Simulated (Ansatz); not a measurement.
# Lattice dynamics of ZrGe (model cell, started as NiAs type)

Aim: the vibrations of ZrGe (model cell, started as NiAs type), their spectra, and whether the structure is stable.

Calculated with Ansatz 0.2.0; DFT LDA, scalar-relativistic, plane waves, PAW.

The structure was built from a prototype and need not be the compound's stable phase.

## (1) The structure

Symmetry: P6_3/mmc, No. 194, hexagonal system. Conventional cell: a = 3.731 Å, b = 3.731 Å, c = 5.970 Å, α = 90.00°, β = 90.00°, γ = 120.00°. Nearest to Zr lie 6 Ge at 2.62 Å. Nearest to Ge lie 6 Zr at 2.62 Å. Farther neighbours are not listed.

## (2) Coarse relaxation

The start is far from rest, so a relaxation with loose tolerances brings it close first.

The input, input.yaml:

```yaml
crystal:
  lattice:
    - [3.73126, 0.0, 0.0]
    - [-1.86563, 3.23137, 0.0]
    - [0.0, 0.0, 5.97002]
  atoms:
    - { symbol: Zr, position: [0.0, 0.0, 0.0] }
    - { symbol: Zr, position: [0.0, 0.0, 0.5] }
    - { symbol: Ge, position: [0.333333, 0.666667, 0.25] }
    - { symbol: Ge, position: [0.666667, 0.333333, 0.75] }
kpoints:
  mp_grid: { grid: [6, 6, 4] }
hamiltonian:
  xc: lda
scf:
  occupations: { method: gaussian, width: 0.1 }
output:
  forces: true
  stress: true
  eigenvalues: true
relax:
  adjacent_minimum: "off"
  f_tol: 0.05
  max_steps: 80
  cell: { stress_tol: 0.5 }
```

On the command line:

```
ansatz run input.yaml --threads 4 --pin off --max-ram 7168MiB --backend cpu --events-out ev --progress --plain --runs-dir out
```

Numbers of over 12 decimals in the logs are rounded to 6 here.

Log:

```text
[...]
cell:  # Å, volume = 81.2450 Å³
    - [3.738250, 0, 0.0]
    - [-1.869125, 3.237420, 7.555181742917427e-18]
    - [0.0, 1.3958356482731097e-17, 6.713193]
  atoms:
    - { symbol: Zr, position: [0, 0, 0] }
    - { symbol: Zr, position: [0, 0, 0.500000] }
    - { symbol: Ge, position: [0.333333, 0.666667, 0.250000] }
    - { symbol: Ge, position: [0.666667, 0.333333, 0.750000] }
[key lines of the parts left out:]
SCF converged after 5 iterations
Free energy (F): -16588.851989 eV
Fermi energy:    12.466143 eV
P = ⅓ Tr σ = 0.1914 GPa (1.914 kbar)
```

Wall time 4.2 s (4 threads of AMD EPYC 7R32 (Zen 2), shared host); peak memory 0.48 GiB.

The steps of the relaxation:

| step | energy less that of the first step (eV) | largest force component (eV/Å) | pressure (GPa) | volume (Å³) |
| --- | --- | --- | --- | --- |
| 1 | 0.0000 | 0.0000 | 22.15 | 71.98 |
| 2 | -0.7171 | 0.0000 | 7.80 | 77.91 |
| 3 | -0.9414 | 0.0000 | 2.09 | 80.39 |
| 4 | -0.9668 | 0.0000 | 0.23 | 81.19 |
| 5 | -0.9674 | 0.0000 | 0.02 | 81.24 |
| 6* | -0.9753 | 0.0000 | 0.19 | 81.24 |

Relaxation steps marked * repeat the geometry before them on a plane-wave basis chosen anew for their cell, so energy and pressure can jump there.

Forces are held to the 24 operations that the run works with; a distortion that breaks them can't arise in this run.

| cell as run | before | after | change |
| --- | --- | --- | --- |
| a (Å) | 3.731 | 3.738 | +0.2 % |
| b (Å) | 3.731 | 3.738 | +0.2 % |
| c (Å) | 5.970 | 6.713 | +12.4 % |
| volume (Å³/atom) | 18.00 | 20.31 | +12.9 % |

Numbers from this step:

```
pressure          : 0.1914 GPa
volume per atom   : 20.31 Å³
gap on the k-mesh : 0 eV
```

In this step the volume went from 18.00 to 20.31 Å³/atom.

## (3) Relaxation

The cell and atoms are relaxed, since residual forces and stress would shift the frequencies.

input.yaml, the sections that differ from step 2:

```yaml
crystal:
  lattice:
    - [3.7382504065, 0.0, 0.0]
    - [-1.8691252033, 3.2374198178, 0.0]
    - [0.0, 0.0, 6.7131932807]
  atoms:
    - { symbol: Zr, position: [0.0, 0.0, 0.0] }
    - { symbol: Zr, position: [0.0, 0.0, 0.5] }
    - { symbol: Ge, position: [0.3333333333, 0.6666666667, 0.25] }
    - { symbol: Ge, position: [0.6666666667, 0.3333333333, 0.75] }
kpoints:
  mp_grid: { grid: [12, 12, 6] }
relax:
  adjacent_minimum: "off"
  f_tol: 0.005
  max_steps: 80
  cell: { stress_tol: 0.05 }
# hamiltonian, scf, output: as in step 2
```

Log:

```text
[...]
Crystal: 4 atoms, lattice volume = 81.245 Å³
Basis set: ecut = 420 eV, 1595 PW (Γ)
Bands: 32, of which v1, the nominal top of the filled ones, is band 26 counted from 1 (25 counted from 0)
Symmetry: 24 space group operations
[...]
k-points: 76 of 864
[...]
--- Relaxed structure (3 steps of the walk, 2 accepted, 1 SCFs on fresh bases) ---
[...]
cell:  # Å, volume = 81.2806 Å³
    - [3.732849, 2.882583265233811e-11, 0.0]
    - [-1.866425, 3.232742, 0.0]
    - [0.0, 0.0, 6.735588]
  atoms:
    - { symbol: Zr, position: [0, 0, 0] }
    - { symbol: Zr, position: [0, 0, 0.500000] }
    - { symbol: Ge, position: [0.333333, 0.666667, 0.250000] }
    - { symbol: Ge, position: [0.666667, 0.333333, 0.750000] }
[key lines of the parts left out:]
SCF converged after 3 iterations
Free energy (F): -16588.874144 eV
Fermi energy:    12.458596 eV
P = ⅓ Tr σ = -0.0149 GPa (-0.149 kbar)
```

The job ended after 9.4 s (4 threads; peak memory 0.57 GiB; 35 s of CPU time).

Step by step:

| step | energy less that of the first step (eV) | largest force component (eV/Å) | pressure (GPa) | volume (Å³) |
| --- | --- | --- | --- | --- |
| 1 | 0.0000 | 0.0000 | 0.15 | 81.24 |
| 2 | 0.0004 | 0.0000 | -0.33 | 81.40 |
| 3 | -0.0004 | 0.0000 | -0.02 | 81.28 |
| 4* | -0.0004 | 0.0000 | -0.01 | 81.28 |

Relaxation steps marked * repeat the geometry before them on a plane-wave basis chosen anew for their cell, so energy and pressure can jump there. Relaxation step 2 was tried and not accepted.

Forces are held to the 24 operations that the run works with; a distortion that breaks them can't arise in this run.

| conventional cell, symmetrised | before | after | change |
| --- | --- | --- | --- |
| a (Å) | 3.738 | 3.733 | -0.1 % |
| b (Å) | 3.738 | 3.733 | -0.1 % |
| c (Å) | 6.713 | 6.736 | +0.3 % |
| volume (Å³/atom) | 20.31 | 20.32 | +0.0 % |

The relaxed structure:

```xyz
4
Lattice="3.7328 0.0000 0.0000 -1.8664 3.2327 0.0000 0.0000 0.0000 6.7356" Properties=species:S:1:pos:R:3 pbc="T T T"
Zr    0.0000    0.0000    0.0000
Zr    0.0000    0.0000    3.3678
Ge    0.0000    2.1552    1.6839
Ge    1.8664    1.0776    5.0517
```

Numbers from this step:

```
pressure        : -0.01492 GPa
volume per atom : 20.32 Å³
```

In this step the volume went from 20.31 to 20.32 Å³/atom.

## (4) Tight relaxation

Phonons need a cell at rest on their own settings, so the relaxation is repeated with tight tolerances on forces and stress on the k mesh and occupations of the first response run.

The input, input.yaml:

```yaml
crystal:
  lattice:
    - [3.7328491692, 0.0, 0.0]
    - [-1.8664245846, 3.232742209, 0.0]
    - [0.0, 0.0, 6.7355878019]
  atoms:
    - { symbol: Zr, position: [0.0, 0.0, 0.0] }
    - { symbol: Zr, position: [0.0, 0.0, 0.5] }
    - { symbol: Ge, position: [0.3333333333, 0.6666666667, 0.25] }
    - { symbol: Ge, position: [0.6666666667, 0.3333333333, 0.75] }
kpoints:
  mp_grid: { grid: [12, 12, 6] }
hamiltonian:
  xc: lda
scf:
  occupations: { method: methfessel_paxton, width: 0.15 }
output:
  forces: true
  stress: true
  eigenvalues: true
relax:
  adjacent_minimum: "off"
  f_tol: 0.001
  max_steps: 60
  cell: { stress_tol: 0.01 }
```

Log:

```text
[...]
Crystal: 4 atoms, lattice volume = 81.281 Å³
Basis set: ecut = 420 eV, 1595 PW (Γ)
Bands: 32, of which v1, the nominal top of the filled ones, is band 26 counted from 1 (25 counted from 0)
Symmetry: 24 space group operations
[...]
k-points: 76 of 864
[...]
--- Relaxed structure (3 steps of the walk, 2 accepted, 1 SCFs on fresh bases) ---
[...]
cell:  # Å, volume = 81.2737 Å³
    - [3.733475, 0.0, 0.0]
    - [-1.866737, 3.233284, 0.0]
    - [0.0, 0.0, 6.732753]
  atoms:
    - { symbol: Zr, position: [0, 0, 0] }
    - { symbol: Zr, position: [0, 0, 0.5] }
    - { symbol: Ge, position: [0.333333, 0.666667, 0.25] }
    - { symbol: Ge, position: [0.666667, 0.333333, 0.75] }
[key lines of the parts left out:]
SCF converged after 3 iterations
Free energy (F): -16588.870571 eV
Fermi energy:    12.473482 eV
P = ⅓ Tr σ = 0.0016 GPa (0.016 kbar)
```

Elapsed: 9 s, on 4 threads; peak memory 0.57 GiB; 34 s of CPU time.

Little changed from the start: no atom moved by 0.005 Å and no cell edge by 0.1 %.

Numbers from this step:

```
pressure : 0.001650 GPa
```

The forces vanish by symmetry and the pressure is 0.002 GPa, within the tolerances set. The cell now holds 20.32 Å³/atom.

## (5) Zone-centre response

The zone centre comes first: it holds the modes that light can see, as far as symmetry allows. No field response is asked, since the mesh shows no gap.

input.yaml, the sections that differ from step 4:

```yaml
crystal:
  lattice:
    - [3.7334748973, 0.0, 0.0]
    - [-1.8667374486, 3.2332841054, 0.0]
    - [0.0, 0.0, 6.7327527824]
  atoms:
    - { symbol: Zr, position: [0.0, 0.0, 0.0] }
    - { symbol: Zr, position: [0.0, 0.0, 0.5] }
    - { symbol: Ge, position: [0.3333333333, 0.6666666667, 0.25] }
    - { symbol: Ge, position: [0.6666666667, 0.3333333333, 0.75] }
output:
  eigenvalues: true
phonons:
  method: dfpt
# kpoints, hamiltonian, scf: as in step 4
# relax: removed
```

Log:

```text
[...]
Crystal: 4 atoms, lattice volume = 81.274 Å³
Basis set: ecut = 420 eV, 1595 PW (Γ), exchange–correlation on 50×50×96 points (8 copies of the dense FFT grid, shifted against one another)
Bands: 32, of which v1, the nominal top of the filled ones, is band 26 counted from 1 (25 counted from 0)
Symmetry: 24 space group operations
k-points: 242 of 864 (irreducible under 2 space group operations, time reversal used)
[...]
SCF iter   1: F=—  HF=-16588.883221 eV  |F-HF|=—  |Δ(HF+E_count)|=         —  Δρ=6.65e-3  dr2=3.48e-2  ethr=1.77e-3  ⟨swp⟩=5.3  Hψ=26490  notcnv=0
[...]
SCF iter  10: F=-16588.870573 eV  HF=-16588.870573 eV  |F-HF|=7.28e-12  |Δ(HF+E_count)|=  1.09e-11  S|Δr|=    0.00e0  Δρ=4.18e-8  dr2=1.37e-12  ethr=1.00e-12  ⟨swp⟩=7.4  Hψ=32493  notcnv=0
SCF 1 converged in 10 iterations: F = -16588.870573 eV  dr2 = 1.37e-12
[...]
DFPT response loops at Γ: preconditioner auto → Kerker (q_TF=auto, 2.533 Å⁻¹) (partly filled bands, converged f_vac=0.000); β = 1.00, the filter's whole step (`scf.mixing.beta` (0.50) is not read by the response loops under this deck's `scf.mixing.preconditioner`; to damp them name `kerker` or `kerker_dos`, under which they read `scf.mixing.beta`, and type it under 1.00, their step now; both keys bind the ground state too); Broyden in place of MSR1
SCF converged after 10 iterations
[...]
Free energy (F): -16588.870573 eV
[...]
Internal energy: -16588.873727 eV  (E = F + TS)
E sigma→0 (E₀):  -16588.871362 eV
Entropy (-TS):   0.003154 eV (0.788 meV/atom)
Fermi energy:    12.473481 eV
[...]
--- Band table (eV; the first three rows and the last of 242) ---
  k-point 0: bands = [... 22 lower, 10.9071, 11.2554, 13.1450, 13.1450, 13.2236, 13.2236, 14.2698, 15.3278, ... 2 higher]
  k-point 1: bands = [... 22 lower, 11.0018, 11.1517, 12.8603, 12.8603, 13.3041, 13.3041, 14.1242, 14.8270, ... 2 higher]
  k-point 2: bands = [... 22 lower, 11.2802, 11.2802, 12.2872, 12.2872, 13.5389, 13.5389, 14.0943, 14.3550, ... 2 higher]
  k-point 241: bands = [... 22 lower, 10.4137, 10.4137, 11.0892, 11.0892, 13.0069, 13.0069, 15.0647, 15.0647, ... 2 higher]
--- Phonons (Γ-DFPT): 4 representative perturbations + reference, on 242 of 864 k-points (Σ response iterations 13) ---
  k mesh reduced under 2 symmetry operations, with k and −k counted as one. Each operation leaves every solved perturbation unchanged. A smaller set is not used because it would not reduce the number of displacements times k-points to solve
  ASR residual: 1.791e-5 → 0.000e0 eV/Å²; symmetrization residual: 8.843e-6 eV/Å²
  ASR residual per site (eV/Å²): 2.54e-6 2.54e-6 1.79e-5 1.79e-5
  Γ frequencies (cm⁻¹): 0.00 0.00 0.00 135.88 135.88 154.07 154.07 185.68 185.68 209.25 218.37 261.51
  non-analytic LO–TO correction: not included (Born effective charges unavailable; polar crystals: no LO–TO splitting at Γ)
```

It took 80 s on 4 threads; peak memory 2.3 GiB.

The column dr2 measures how far the density is from self-consistency, as an energy; F and HF (Harris–Foulkes) agree once it is small.

Numbers from this step:

```yaml
sum_rule_residual_before_enforcement: 1.79e-5 eV/Å²
point_group: 6/mmm
highest_optical_mode_at_the_zone_centre_no_lo_to_term: 261.5 cm⁻¹
lowest_optical_zone_centre_mode: 135.9 cm⁻¹
```

Patterns of degenerate modes are one choice out of their space. Modes at Γ, with each element's share of the kinetic energy:

| mode | frequency (cm⁻¹) | symmetry | Zr % | Ge % |
| --- | --- | --- | --- | --- |
| 1 | 0.0 | acoustic | 56 | 44 |
| 2 | 0.0 | acoustic | 56 | 44 |
| 3 | 0.0 | acoustic | 56 | 44 |
| 4 | 135.9 | E2u | 100 | 0 |
| 5 | 135.9 | E2u | 100 | 0 |
| 6 | 154.1 | E2g | 0 | 100 |
| 7 | 154.1 | E2g | 0 | 100 |
| 8 | 185.7 | E1u | 44 | 56 |
| 9 | 185.7 | E1u | 44 | 56 |
| 10 | 209.2 | B2u | 100 | 0 |
| 11 | 218.4 | B1g | 0 | 100 |
| 12 | 261.5 | A2u | 44 | 56 |

Displacements in mode 5 (135.9 cm⁻¹), the largest set to 1:
```
Zr1 -1.00  0.00  0.00
Zr2  1.00  0.00  0.00
Ge3  0.00  0.00  0.00
Ge4  0.00  0.00  0.00
```

Displacements in mode 11 (218.4 cm⁻¹), the largest set to 1:
```
Zr1  0.00  0.00  0.00
Zr2  0.00  0.00  0.00
Ge3  0.00  0.00  1.00
Ge4  0.00  0.00 -1.00
```

Before it was imposed, the acoustic sum rule was missed by 1.8e-5 eV/Å². Small misses are needed for a sound result but don't prove that mesh and cutoff are converged. The lowest optical mode is real, 136 cm⁻¹.

(Part 1 of 2 ends here.)

[Logs are printed without paths, hosts, clocks, repeated set-up lines and the standing remarks that a program may print on its own settings, such as how far it seeks lower states.]

[Hosts, paths, dates, database ids (printed as entryN), source tags and the programs' standing remarks are cut or masked in the printed files.]
